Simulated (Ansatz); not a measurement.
# Direct or indirect: KF (Fm-3m)

Space group Fm-3m (No. 225). a = 5.344 Å, b = 5.344 Å, c = 5.344 Å, α = 90.00°, β = 90.00°, γ = 90.00°
```json
{"atom": "K", "site": "4a", "symmetry": "m-3m", "x": "0.0000", "y": "0.0000", "z": "0.0000"}
{"atom": "F", "site": "4b", "symmetry": "m-3m", "x": "0.5000", "y": "0.0000", "z": "0.0000"}
```

Method: Ansatz, PBE, independent particles, without spin-orbit coupling, line width 0.15 eV (Gaussian). The band structure gives a fundamental gap of 6.18 eV. The spectrum of vertical transitions near the edge:

| E (eV) | Im ε, E ∥ xyz |
| --- | --- |
| 5.70 | 0.00 |
| 5.82 | 0.00 |
| 5.94 | 0.00 |
| 6.06 | 0.01 |
| 6.18 | 0.07 |
| 6.30 | 0.16 |
| 6.42 | 0.24 |
| 6.54 | 0.29 |
| 6.66 | 0.33 |
| 6.78 | 0.36 |
| 6.90 | 0.39 |
| 7.02 | 0.42 |
| 7.14 | 0.44 |
| 7.26 | 0.46 |
| 7.38 | 0.48 |

Is the gap direct or indirect, and about where do vertical transitions set in?

Direct: the band path has its least direct gap at the fundamental one, 6.18 eV, and the curves rise from there. Lines are broadened by 0.15 eV, which spreads the edge.

[Logs are printed without paths, hosts, clocks, repeated set-up lines and the standing remarks that a program may print on its own settings, such as how far it seeks lower states.]
